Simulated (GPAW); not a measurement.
Consider Si on a B site in HfB.

```
Hf Si B
1.0
     0.00000    4.62000    4.62000
     4.62000    0.00000    4.62000
     4.62000    4.62000    0.00000
Hf Si B
8 1 7
Cartesian
  2.3100 2.3100 2.3100
  4.6200 4.6200 2.4088
  4.6200 2.4088 4.6200
  2.4088 4.6200 4.6200
  6.8312 4.6200 4.6200
  4.6200 6.8312 4.6200
  4.6200 4.6200 6.8312
  6.9300 6.9300 6.9300
  0.0000 0.0000 0.0000
  2.3100 2.3100 0.0000
  2.3100 0.0000 2.3100
  0.0000 2.3100 2.3100
  4.6200 2.3100 2.3100
  2.3100 4.6200 2.3100
  2.3100 2.3100 4.6200
  4.6200 4.6200 4.6200
```

Absorber: atom 9, with 6 Hf at 2.41 Å (octahedral; the defect atom itself). Method: GPAW, PBE, excited-electron core hole (neutral cell), 16-atom cell with 6.5 Å between holes, 6×6×6 k points, dipole transitions, Gaussian full width 0.9 eV up to 4 eV, rising linearly to 3.5 eV at 25 eV, without spin-orbit coupling.

Where do the maxima of the Si K edge fall?

Main maxima up to 24 eV above the zero (height): 2.1 eV (0.92), 7.3 eV (0.99) and 16.9 eV (2.23). A K edge sees empty p states on the absorber. The total-energy difference is 1833.70 eV. The tabulated edge of the element is 1839 eV. The functional leaves an error of a few eV in such absolute values.

The Si K spectrum (energy from the lowest empty level; intensity scaled to a mean of 1 over the first 20 eV):

| E (eV) | intensity |
| --- | --- |
| -2.00 | 0.00 |
| -1.25 | 0.00 |
| -0.50 | 0.08 |
| 0.25 | 0.66 |
| 1.00 | 0.75 |
| 1.75 | 0.90 |
| 2.50 | 0.86 |
| 3.25 | 0.47 |
| 4.00 | 0.46 |
| 4.75 | 0.64 |
| 5.50 | 0.86 |
| 6.25 | 0.88 |
| 7.00 | 0.96 |
| 7.75 | 0.90 |
| 8.50 | 0.53 |
| 9.25 | 0.42 |
| 10.00 | 0.37 |
| 10.75 | 0.41 |
| 11.50 | 0.56 |
| 12.25 | 0.75 |
| 13.00 | 1.00 |
| 13.75 | 1.21 |
| 14.50 | 1.40 |
| 15.25 | 1.69 |
| 16.00 | 2.03 |
| 16.75 | 2.23 |
| 17.50 | 2.13 |
| 18.25 | 1.73 |
| 19.00 | 1.21 |
| 19.75 | 0.80 |
| 20.50 | 0.58 |
| 21.25 | 0.52 |
| 22.00 | 0.53 |
| 22.75 | 0.54 |
| 23.50 | 0.52 |
| 24.25 | 0.46 |
| 25.00 | 0.39 |
| 25.75 | 0.35 |
| 26.50 | 0.33 |
| 27.25 | 0.33 |

The hole lies in one spin channel, while the script sums the empty states of both and takes the lower zero; where the two channels are split, this blurs and shifts the curve. The starting moments shrank to 0.00 μB or less, so this is hardly a magnetic state. In so small a cell the defects form an ordered array, and no site is far from one.

[Banner, clock and machine lines of the logs are left out without a mark of their own.]

[Logs are printed without paths, hosts, clocks, repeated set-up lines and the standing remarks that a program may print on its own settings, such as how far it seeks lower states.]

[Hosts, paths, dates, database ids (printed as entryN), source tags and the programs' standing remarks are cut or masked in the printed files.]

[Lists of maxima count a maximum above −3 eV only where it reaches 4 % of the highest in the window and stands out from its surroundings by 2 % of it (1.5 % where it reaches 55 %); shoulders and weaker maxima are passed over, and of the rest the first, up to two pre-edge ones and the few strongest are named.]
